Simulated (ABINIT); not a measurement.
# CsHO (Cmc2_1): G0W0 with ABINIT, start to end, part 2 of 3

Aim: the G0W0 gap of CsHO (Cmc2_1) on LDA, step by step.

ABINIT 10.8.3; LDA and many-body steps on it, plane waves. Known limits of the many-body steps: not at the basis limit; no spin-orbit coupling; coarse k mesh.

So far. Step 2 (Ground state): The gap is direct, at Γ.

## 3. Bands along the symmetry lines

Level of this step: DFT, LDA, plane waves, norm-conserving pseudopotentials (ABINIT).

The cheap functional maps the bands first; the places of the edges decide which points the dearer methods must see.

run.abi

```
acell 3*1.0 Angstrom
rprim 
  2.161143390000 -5.691334570000 0.000000000000
  2.161143390000 5.691334570000 0.000000000000
  0.000000000000 0.000000000000 4.504272810000
ntypat 3
znucl 55 1 8
natom 6
typat 1 1 2 2 3 3
xred 
  0.861628920000 0.138371080000 0.736689410000
  0.138371080000 0.861628920000 0.236689410000
  0.533012670000 0.466987330000 0.607602700000
  0.466987330000 0.533012670000 0.107602700000
  0.591659040000 0.408340960000 0.765422890000
  0.408340960000 0.591659040000 0.265422890000
pp_dirpath "pseudos"
pseudos "Cs.upf, H.upf, O.upf"
ecut 36
iscf -2
irdden 1
kptopt 0
nkpt 92
kpt 
  0.00000000 0.00000000 0.00000000
  -0.06250000 0.06250000 0.00000000
  -0.12500000 0.12500000 0.00000000
  -0.18750000 0.18750000 0.00000000
  -0.25000000 0.25000000 0.00000000
  -0.31250000 0.31250000 0.00000000
  -0.37500000 0.37500000 0.00000000
  -0.43750000 0.43750000 0.00000000
  -0.50000000 0.50000000 0.00000000
  -0.47325598 0.52674402 0.00000000
  -0.44651195 0.55348805 0.00000000
  -0.41976793 0.58023207 0.00000000
  -0.39302391 0.60697610 0.00000000
  -0.36627988 0.63372012 0.00000000
  -0.33953586 0.66046414 0.00000000
  -0.31279183 0.68720817 0.00000000
  -0.28604781 0.71395219 0.00000000
  0.28604781 0.28604781 0.00000000
  0.25029183 0.25029183 0.00000000
  0.21453586 0.21453586 0.00000000
  0.17877988 0.17877988 0.00000000
  0.14302391 0.14302391 0.00000000
  0.10726793 0.10726793 0.00000000
  0.07151195 0.07151195 0.00000000
  0.03575598 0.03575598 0.00000000
  0.00000000 0.00000000 0.00000000
  0.00000000 0.00000000 0.06250000
  0.00000000 0.00000000 0.12500000
  0.00000000 0.00000000 0.18750000
  0.00000000 0.00000000 0.25000000
  0.00000000 0.00000000 0.31250000
  0.00000000 0.00000000 0.37500000
  0.00000000 0.00000000 0.43750000
  0.00000000 0.00000000 0.50000000
  0.03575598 0.03575598 0.50000000
  0.07151195 0.07151195 0.50000000
  0.10726793 0.10726793 0.50000000
  0.14302391 0.14302391 0.50000000
  0.17877988 0.17877988 0.50000000
  0.21453586 0.21453586 0.50000000
  0.25029183 0.25029183 0.50000000
  0.28604781 0.28604781 0.50000000
  -0.28604781 0.71395219 0.50000000
  -0.31279183 0.68720817 0.50000000
  -0.33953586 0.66046414 0.50000000
  -0.36627988 0.63372012 0.50000000
  -0.39302391 0.60697610 0.50000000
  -0.41976793 0.58023207 0.50000000
  -0.44651195 0.55348805 0.50000000
  -0.47325598 0.52674402 0.50000000
  -0.50000000 0.50000000 0.50000000
  -0.50000000 0.50000000 0.43750000
  -0.50000000 0.50000000 0.37500000
  -0.50000000 0.50000000 0.31250000
  -0.50000000 0.50000000 0.25000000
  -0.50000000 0.50000000 0.18750000
  -0.50000000 0.50000000 0.12500000
  -0.50000000 0.50000000 0.06250000
  -0.50000000 0.50000000 0.00000000
  0.00000000 0.00000000 0.00000000
  0.00000000 0.06250000 0.00000000
  0.00000000 0.12500000 0.00000000
  0.00000000 0.18750000 0.00000000
  0.00000000 0.25000000 0.00000000
  0.00000000 0.31250000 0.00000000
  0.00000000 0.37500000 0.00000000
  0.00000000 0.43750000 0.00000000
  0.00000000 0.50000000 0.00000000
  0.00000000 0.50000000 0.06250000
  0.00000000 0.50000000 0.12500000
  0.00000000 0.50000000 0.18750000
  0.00000000 0.50000000 0.25000000
  0.00000000 0.50000000 0.31250000
  0.00000000 0.50000000 0.37500000
  0.00000000 0.50000000 0.43750000
  0.00000000 0.50000000 0.50000000
  0.00000000 0.43750000 0.50000000
  0.00000000 0.37500000 0.50000000
  0.00000000 0.31250000 0.50000000
  0.00000000 0.25000000 0.50000000
  0.00000000 0.18750000 0.50000000
  0.00000000 0.12500000 0.50000000
  0.00000000 0.06250000 0.50000000
  0.00000000 0.00000000 0.50000000
  -0.06250000 0.06250000 0.50000000
  -0.12500000 0.12500000 0.50000000
  -0.18750000 0.18750000 0.50000000
  -0.25000000 0.25000000 0.50000000
  -0.31250000 0.31250000 0.50000000
  -0.37500000 0.37500000 0.50000000
  -0.43750000 0.43750000 0.50000000
  -0.50000000 0.50000000 0.50000000
istwfk *1
nband 23
nbdbuf 2
tolwfr 1e-08
nstep 40
prtwf 0
prtvol 0
indata_prefix "in"
outdata_prefix "out"
tmpdata_prefix "tmp"
```

Started as:

```console
$ OMP_NUM_THREADS=1 mpirun -n 4 abinit run.abi > log
```

Numbers of over 12 decimals in the logs are rounded to 6 here.

Log:

```text
.Version 10.8.3 of ABINIT. v10.8.2 released Aug 2026.

 Symmetries : space group Cm c 2_1 (# 36); Bravais oC (1-face-center ortho.)
[... echo of the input left out ...]
== DATASET  1 ==================================================================
-   mpi_nproc: 4, omp_nthreads: 1 (-1 if OMP is not activated)

--- !DatasetInfo
iteration_state: {dtset: 1, }
dimensions: {natom: 6, nkpt: 92, mband: 23, nsppol: 1, nspinor: 1, nspden: 1, mpw: 7761, }
cutoff_energies: {ecut:  36.0, pawecutdg:  -1.0, }
electrons: {nelect:   3.20000000E+01, charge:   0.00000000E+00, occopt:   1.00000000E+00, tsmear:   1.00000000E-02, }

 Real(R)+Recip(G) space primitive vectors, cartesian coordinates (Bohr,Bohr^-1):
 R(1)=  4.0839691-10.7550636  0.0000000  G(1)=  0.1224299 -0.0464897  0.0000000
 R(2)=  4.0839691 10.7550636  0.0000000  G(2)=  0.1224299  0.0464897  0.0000000
 R(3)=  0.0000000  0.0000000  8.5118420  G(3)=  0.0000000  0.0000000  0.1174834
 Unit cell volume ucvol=  7.4773719E+02 bohr^3
 Angles (23,13,12)=  9.00000000E+01  9.00000000E+01  1.38413933E+02 degrees

 getcut: wavevector=  0.0000  0.0000  0.0000  ngfft=  64  64  48
         ecut(hartree)=     36.000   => boxcut(ratio)=   2.05970

--- Pseudopotential description ------------------------------------------------
- Cs Generated using ONCVPSP code by D. R. Hamann
- 55.00000   9.00000  201201                  znucl, zion, pspdat
12 -1012 3 -1 2328                            pspcod,pspxc,lmax,lloc,mmax
     nproj     2     2     2     2
  pspatm : epsatm=   21.68725381
         --- l  ekb(1:nproj) -->
             0    6.247599    0.778427
             1    6.343167    0.797067
             2    3.778962    0.917083
[...]
pspatm: atomic psp has been read  and splines computed

- H Generated using ONCVPSP code by D. R. Hamann
-  1.00000   1.00000  180309                  znucl, zion, pspdat
12 -1012 1 -1 1180                            pspcod,pspxc,lmax,lloc,mmax
     nproj     2     1     0     0
  pspatm : epsatm=    0.35439867
         --- l  ekb(1:nproj) -->
[...]
1   -0.275071
 pspatm: atomic psp has been read  and splines computed

- O Generated using ONCVPSP code by D. R. Hamann
-  8.00000   6.00000  201201                  znucl, zion, pspdat
12 -1012 2 -1 926                             pspcod,pspxc,lmax,lloc,mmax
     nproj     2     2     1     0
  pspatm : epsatm=    6.27558587
         --- l  ekb(1:nproj) -->
[...]
2   -1.033686
 pspatm: atomic psp has been read  and splines computed

--------------------------------------------------------------------------------

================================================================================
 prteigrs : about to open file out_EIG
 Non-SCF case, kpt    1 (  0.00000  0.00000  0.00000), residuals and eigenvalues=
[...]
6.2284E-02  6.2284E-02  6.4640E-02  6.4640E-02  2.6923E-01  2.6923E-01
  3.1387E-01  3.1387E-01  3.5341E-01  3.5341E-01  3.9880E-01

--- !ResultsGS
iteration_state: {dtset: 1, }
comment   : Summary of ground state results
lattice_vectors:
- [  4.0839691, -10.7550636,   0.0000000, ]
- [  4.0839691,  10.7550636,   0.0000000, ]
- [  0.0000000,   0.0000000,   8.5118420, ]
lattice_lengths: [  11.50436,   11.50436,    8.51184, ]
lattice_angles: [ 90.000,  90.000, 138.414, ] # degrees, (23, 13, 12)
lattice_volume:   7.4773719E+02
convergence: {deltae:  0.000E+00, res2:  0.000E+00, residm:  9.993E-09, diffor:  0.000E+00, }
etotal    :  -8.11788204E+01
entropy   :   0.00000000E+00
fermie    :   8.16873364E-02
cartesian_stress_tensor: null
pressure_GPa: null
xred      :
- [  8.6163E-01,   1.3837E-01,   7.3669E-01, Cs]
- [  1.3837E-01,   8.6163E-01,   2.3669E-01, Cs]
- [  5.3301E-01,   4.6699E-01,   6.0760E-01,  H]
- [  4.6699E-01,   5.3301E-01,   1.0760E-01,  H]
- [  5.9166E-01,   4.0834E-01,   7.6542E-01,  O]
- [  4.0834E-01,   5.9166E-01,   2.6542E-01,  O]
cartesian_forces: null
force_length_stats: {min: null, max: null, mean: null, }

 Integrated electronic density in atomic spheres:
 ------------------------------------------------
 Atom  Sphere_radius  Integrated_density
[...]
================================================================================

 ----iterations are completed or convergence reached----

 Mean square residual over all n,k,spin=   69.653E-10; max=  99.929E-10
 reduced coordinates (array xred) for    6 atoms
[...]
0.591659040000      0.408340960000      0.765422890000
       0.408340960000      0.591659040000      0.265422890000

 cartesian coordinates (angstrom) at end:
    1      2.161143    -4.116302     3.318250
    2      2.161143     4.116302     1.066114
    3      2.161143    -0.375772     2.736808
    4      2.161143     0.375772     0.484672
    5      2.161143    -1.043325     3.447674
    6      2.161143     1.043325     1.195537
 length scales=  1.889726125908  1.889726125908  1.889726125908 bohr
              =  1.000000000000  1.000000000000  1.000000000000 angstroms
 prteigrs : about to open file out_EIG
 Eigenvalues (hartree) for nkpt=  92  k points:
 kpt#   1, nband= 23, wtk=  1.00000, kpt=  0.0000  0.0000  0.0000 (reduced coord)
[...]
kpt#   2, nband= 23, wtk=  1.00000, kpt= -0.0625  0.0625  0.0000 (reduced coord)
[...]
kpt#   3, nband= 23, wtk=  1.00000, kpt= -0.1250  0.1250  0.0000 (reduced coord)
[...]
kpt#  91, nband= 23, wtk=  1.00000, kpt= -0.4375  0.4375  0.5000 (reduced coord)
[...]
0.26873    0.26873    0.31536    0.31536    0.35378    0.35378    0.39633
 kpt#  92, nband= 23, wtk=  1.00000, kpt= -0.5000  0.5000  0.5000 (reduced coord)
  -0.65457   -0.65457   -0.51721   -0.51721   -0.19455   -0.19455   -0.15925   -0.15925
  -0.14747   -0.14747   -0.06453   -0.06453    0.06228    0.06228    0.06464    0.06464
   0.26923    0.26923    0.31387    0.31387    0.35341    0.35341    0.39880

== END DATASET(S) ==============================================================
================================================================================

 -outvars: echo values of variables after computation  --------
            nband          23
             nkpt          92
          spgroup          36
 [... the other variables as echoed above ...]

 Calculation completed.
```

It took 91 s on 4 MPI ranks of Arm Neoverse V1, shared host; peak memory 0.56 GiB.

Numbers from this step:

```
gap                        : 3.596 eV
k of the valence top       : 0, 0, 0
k of the conduction bottom : 0, 0, 0
least direct gap           : 3.596 eV
```

The gap is 3.596 eV, as in the run before at this level.

Electronic bands along the path, in eV, zero at the top of the highest filled band:

```csv
point,band 13,band 14,band 15,band 16,band 17,band 18,band 19,band 20
Γ,-0.37,-0.34,-0.14,0.00,3.60,4.03,5.63,5.74
halfway,-0.47,-0.28,-0.20,-0.01,4.09,4.28,5.35,6.19
Y,-0.48,-0.28,-0.18,-0.06,3.95,5.12,5.85,5.93
halfway,-0.46,-0.38,-0.35,-0.29,4.47,5.48,5.56,6.66
C0,-0.73,-0.62,-0.45,-0.37,5.00,5.56,6.53,6.58
jump to Σ0,-0.73,-0.62,-0.45,-0.37,5.00,5.56,6.53,6.58
halfway,-0.79,-0.57,-0.27,-0.19,4.99,5.08,5.72,6.53
Γ,-0.37,-0.34,-0.14,0.00,3.60,4.03,5.63,5.74
halfway,-0.49,-0.30,-0.28,-0.25,4.42,4.64,5.54,6.16
Z,-0.57,-0.57,-0.29,-0.29,5.03,5.03,6.48,6.48
halfway,-0.31,-0.31,-0.18,-0.18,5.03,5.03,6.47,6.47
A0,-0.32,-0.32,-0.07,-0.07,4.83,4.83,6.78,6.78
jump to E0,-0.32,-0.32,-0.07,-0.07,4.83,4.83,6.78,6.78
halfway,-0.51,-0.51,-0.25,-0.25,5.03,5.03,6.90,6.90
T,-0.53,-0.53,-0.46,-0.46,5.10,5.10,6.32,6.32
halfway,-0.46,-0.45,-0.31,-0.28,4.65,5.35,6.00,6.57
Y,-0.48,-0.28,-0.18,-0.06,3.95,5.12,5.85,5.93
jump to Γ,-0.37,-0.34,-0.14,0.00,3.60,4.03,5.63,5.74
halfway,-0.72,-0.50,-0.26,-0.20,4.76,4.97,5.81,6.23
S,-0.79,-0.63,-0.49,-0.38,5.26,5.35,6.31,7.08
halfway,-0.55,-0.37,-0.29,-0.23,4.87,5.54,6.39,6.52
R,-0.30,-0.30,-0.03,-0.03,5.06,5.06,6.06,6.06
halfway,-0.37,-0.37,-0.21,-0.21,5.14,5.14,6.37,6.37
Z,-0.57,-0.57,-0.29,-0.29,5.03,5.03,6.48,6.48
halfway,-0.52,-0.52,-0.42,-0.42,5.00,5.00,6.68,6.68
T,-0.53,-0.53,-0.46,-0.46,5.10,5.10,6.32,6.32
```

## 4. Empty states on the mesh, 2×2×2 mesh, 214 bands

The sums over transitions need many empty states on a uniform mesh; this step solves for them.

run.abi

```
acell 3*1.0 Angstrom
rprim 
  2.161143390000 -5.691334570000 0.000000000000
  2.161143390000 5.691334570000 0.000000000000
  0.000000000000 0.000000000000 4.504272810000
ntypat 3
znucl 55 1 8
natom 6
typat 1 1 2 2 3 3
xred 
  0.861628920000 0.138371080000 0.736689410000
  0.138371080000 0.861628920000 0.236689410000
  0.533012670000 0.466987330000 0.607602700000
  0.466987330000 0.533012670000 0.107602700000
  0.591659040000 0.408340960000 0.765422890000
  0.408340960000 0.591659040000 0.265422890000
pp_dirpath "pseudos"
pseudos "Cs.upf, H.upf, O.upf"
ecut 36
ngkpt 2 2 2
nshiftk 1
shiftk 0 0 0
kptopt 1
chksymbreak 0
iscf -2
irdden 1
istwfk *1
nband 214
nbdbuf 18
tolwfr 1e-09
nstep 60
prtvol 0
indata_prefix "in"
outdata_prefix "out"
tmpdata_prefix "tmp"
```

Log:

```text
.Version 10.8.3 of ABINIT. v10.8.2 released Aug 2026.

 Symmetries : space group Cm c 2_1 (# 36); Bravais oC (1-face-center ortho.)
[... echo of the input left out ...]
== DATASET  1 ==================================================================
-   mpi_nproc: 4, omp_nthreads: 1 (-1 if OMP is not activated)

--- !DatasetInfo
iteration_state: {dtset: 1, }
dimensions: {natom: 6, nkpt: 6, mband: 214, nsppol: 1, nspinor: 1, nspden: 1, mpw: 7742, }
cutoff_energies: {ecut:  36.0, pawecutdg:  -1.0, }
electrons: {nelect:   3.20000000E+01, charge:   0.00000000E+00, occopt:   1.00000000E+00, tsmear:   1.00000000E-02, }

 Real(R)+Recip(G) space primitive vectors, cartesian coordinates (Bohr,Bohr^-1):
 R(1)=  4.0839691-10.7550636  0.0000000  G(1)=  0.1224299 -0.0464897  0.0000000
 R(2)=  4.0839691 10.7550636  0.0000000  G(2)=  0.1224299  0.0464897  0.0000000
 R(3)=  0.0000000  0.0000000  8.5118420  G(3)=  0.0000000  0.0000000  0.1174834
 Unit cell volume ucvol=  7.4773719E+02 bohr^3
 Angles (23,13,12)=  9.00000000E+01  9.00000000E+01  1.38413933E+02 degrees

 getcut: wavevector=  0.0000  0.0000  0.0000  ngfft=  64  64  48
         ecut(hartree)=     36.000   => boxcut(ratio)=   2.05970

--- Pseudopotential description ------------------------------------------------
- Cs Generated using ONCVPSP code by D. R. Hamann
- 55.00000   9.00000  201201                  znucl, zion, pspdat
12 -1012 3 -1 2328                            pspcod,pspxc,lmax,lloc,mmax
     nproj     2     2     2     2
  pspatm : epsatm=   21.68725381
         --- l  ekb(1:nproj) -->
             0    6.247599    0.778427
             1    6.343167    0.797067
             2    3.778962    0.917083
[...]
pspatm: atomic psp has been read  and splines computed

- H Generated using ONCVPSP code by D. R. Hamann
-  1.00000   1.00000  180309                  znucl, zion, pspdat
12 -1012 1 -1 1180                            pspcod,pspxc,lmax,lloc,mmax
     nproj     2     1     0     0
  pspatm : epsatm=    0.35439867
         --- l  ekb(1:nproj) -->
[...]
1   -0.275071
 pspatm: atomic psp has been read  and splines computed

- O Generated using ONCVPSP code by D. R. Hamann
-  8.00000   6.00000  201201                  znucl, zion, pspdat
12 -1012 2 -1 926                             pspcod,pspxc,lmax,lloc,mmax
     nproj     2     2     1     0
  pspatm : epsatm=    6.27558587
         --- l  ekb(1:nproj) -->
[...]
2   -1.033686
 pspatm: atomic psp has been read  and splines computed

--------------------------------------------------------------------------------

================================================================================
 prteigrs : about to open file out_EIG
 Non-SCF case, kpt    1 (  0.00000  0.00000  0.00000), residuals and eigenvalues=
  1.38E-10  3.37E-10  1.57E-10  2.21E-10  1.28E-10  1.46E-10  1.61E-10  1.50E-10
  1.36E-10  2.17E-10  3.10E-10  2.56E-10  2.15E-10  2.42E-10  2.66E-10  2.31E-10
  1.62E-10  1.41E-10  1.06E-10  1.36E-10  1.32E-10  1.07E-10  1.02E-10  1.68E-10
[...]
3.34E-05  6.94E-05  5.60E-05  3.36E-04  6.09E-04  1.05E-03
 -6.6347E-01 -6.4960E-01 -5.2190E-01 -5.0548E-01 -2.0421E-01 -1.8531E-01
 -1.6595E-01 -1.5912E-01 -1.5077E-01 -1.4965E-01 -5.6726E-02 -3.7611E-02
[...]
2.7568E+00  2.7687E+00  2.7816E+00  2.7854E+00  2.7974E+00  2.8155E+00
  2.8182E+00  2.8197E+00  2.8265E+00  2.8359E+00
 prteigrs : prtvol=0 or 1, do not print more k-points.

--- !ResultsGS
iteration_state: {dtset: 1, }
comment   : Summary of ground state results
lattice_vectors:
- [  4.0839691, -10.7550636,   0.0000000, ]
- [  4.0839691,  10.7550636,   0.0000000, ]
- [  0.0000000,   0.0000000,   8.5118420, ]
lattice_lengths: [  11.50436,   11.50436,    8.51184, ]
lattice_angles: [ 90.000,  90.000, 138.414, ] # degrees, (23, 13, 12)
lattice_volume:   7.4773719E+02
convergence: {deltae:  0.000E+00, res2:  0.000E+00, residm:  9.984E-10, diffor:  0.000E+00, }
etotal    :  -8.11788204E+01
entropy   :   0.00000000E+00
fermie    :   8.16873364E-02
cartesian_stress_tensor: null
pressure_GPa: null
xred      :
- [  8.6163E-01,   1.3837E-01,   7.3669E-01, Cs]
- [  1.3837E-01,   8.6163E-01,   2.3669E-01, Cs]
- [  5.3301E-01,   4.6699E-01,   6.0760E-01,  H]
- [  4.6699E-01,   5.3301E-01,   1.0760E-01,  H]
- [  5.9166E-01,   4.0834E-01,   7.6542E-01,  O]
- [  4.0834E-01,   5.9166E-01,   2.6542E-01,  O]
cartesian_forces: null
force_length_stats: {min: null, max: null, mean: null, }

 Integrated electronic density in atomic spheres:
 ------------------------------------------------
 Atom  Sphere_radius  Integrated_density
[...]
================================================================================

 ----iterations are completed or convergence reached----

 Mean square residual over all n,k,spin=   34.238E-11; max=  99.841E-11
 reduced coordinates (array xred) for    6 atoms
[...]
0.591659040000      0.408340960000      0.765422890000
       0.408340960000      0.591659040000      0.265422890000

 cartesian coordinates (angstrom) at end:
    1      2.161143    -4.116302     3.318250
    2      2.161143     4.116302     1.066114
    3      2.161143    -0.375772     2.736808
    4      2.161143     0.375772     0.484672
    5      2.161143    -1.043325     3.447674
    6      2.161143     1.043325     1.195537
 length scales=  1.889726125908  1.889726125908  1.889726125908 bohr
              =  1.000000000000  1.000000000000  1.000000000000 angstroms
 prteigrs : about to open file out_EIG
 Eigenvalues (hartree) for nkpt=   6  k points:
 kpt#   1, nband=214, wtk=  0.12500, kpt=  0.0000  0.0000  0.0000 (reduced coord)
[...]
2.65224    2.66971    2.68020    2.68629    2.69467    2.70141    2.71452    2.72647
   2.73270    2.74740    2.75539    2.75656    2.75685    2.76870    2.78156    2.78544
   2.79736    2.81550    2.81816    2.81966    2.82653    2.83594
 prteigrs : prtvol=0 or 1, do not print more k-points.

== END DATASET(S) ==============================================================
================================================================================

 -outvars: echo values of variables after computation  --------
            nband         214
             nkpt           6
          spgroup          36
 [... the other variables as echoed above ...]

 Calculation completed.
```

The job ended after 2.5 min (4 MPI ranks; peak memory 0.52 GiB).

Numbers from this step:

```
gap                                                           : 3.596 eV
k of the valence top                                          : 0, 0, 0
k of the conduction bottom                                    : 0, 0, 0
least direct gap                                              : 3.596 eV
k points computed                                             : 6
lowest point of the top converged band, above the valence top : 70.2263 eV
```

On this mesh the gap is 3.596 eV.

(Continued in part 3 of 3.)

[Paths, hosts, dates, memory and timing lines, banners, echoed tables and standing remarks are left out of the program output.]

[Logs are printed without paths, hosts, clocks, repeated set-up lines and the standing remarks that a program may print on its own settings, such as how far it seeks lower states.]

[Runs of the session that timed out or met a known fault of the program may be left out.]

[Hosts, paths, dates, database ids (printed as entryN), source tags and the programs' standing remarks are cut or masked in the printed files.]

[G0W0 gaps are taken among the corrected bands and points alone; a level outside them can change the order at an edge.]

[Where Ansatz stands beside ABINIT at settings called matched, ABINIT's density can come from a denser mesh and the files from another edition; pairs whose starting gaps differed by over 0.03 eV were left out, so agreement reads better than it is.]
